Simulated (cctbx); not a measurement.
# Which space group?

Cell: a = 4.4200 Å, b = 4.4200 Å, c = 4.2520 Å, α = 90.00°, β = 90.00°, γ = 90.00°. Expected content of the cell: Tm2 Cr2.

The data are simulated with cctbx, not measured: Ga Kα, λ = 1.3414 Å, to d = 0.83 Å, 80 % of the full sphere, strongest reflection 40000 counts, noise from counting, a 6 % proportional error and a noise floor of 15 counts (s.d.); no absorption.

Tests on the unmerged data give:

```text
467 reflections to d = 0.835 A
centring   violations  <I/sigma> of those
    A        191 of   228     13.1
    B        194 of   232     13.2
    C        179 of   218     13.3
    I        159 of   215     12.0
    R        252 of   308     13.1
    F        282 of   339     13.2
Laue class    unique    Rint  (classes that these axes allow; Friedel mates merged)
P -1              287   0.037
P 1 2/m 1         175   0.040
P 1 1 2/m         173   0.041
P 2/m 1 1         175   0.041
P m m m           112   0.043
P 4/m              91   0.043
P 4/m m m          66   0.046
space group    extra absences  I>4sigma  <I/sigma>
P 4 2 2                 0          0         -  acentric
P 4 21 2                9          0       0.2  acentric
P 4 m m                 0          0         -  acentric
P -4 2 m                0          0         -  acentric
P -4 21 m               9          0       0.2  acentric
P -4 m 2                0          0         -  acentric
P 4/m m m               0          0         -  centric
P 4/n m m :1           33          0       0.4  centric
P 4/n m m :2           33          0       0.4  centric
Wilson B = 1.34 A^2   <|E^2-1|> = 0.677 (0.968 centric, 0.736 acentric)   E^2>4: 0.0 %
shell (A)         n   <I/sigma>
 4.42 - 1.42     18     26.7
 1.42 - 1.13     12     35.1
 1.13 - 0.99     13     29.3
 0.99 - 0.90      8     39.3
 0.90 - 0.84     15     32.1
```

Q: Read the symmetry from these tables.

Every centring test has many violations, so the lattice is primitive.

Rint stays low (0.037 to 0.046) up to P 4/m m m, the highest class in these axes.

9 settings pass the absence test. The most absences obeyed, 33, belong to P 4/n m m alone.

⟨|E²−1|⟩ = 0.677 leans to a non-centrosymmetric structure, or to twinning, which lowers it. Here that hint misleads: the statistic assumes many like atoms on general positions, and few, heavy or special-position atoms break it. The Wilson B of 1.34 Å² means U ≈ 0.0170 Å².

The true group is P4/nmm (no. 129, origin choice 1), Laue class 4/mmm, centrosymmetric. The tables fix it.

This is a model crystal, built by substitution and not relaxed, with assumed displacement parameters.

[Logs are printed without paths, hosts, clocks, repeated set-up lines and the standing remarks that a program may print on its own settings, such as how far it seeks lower states.]
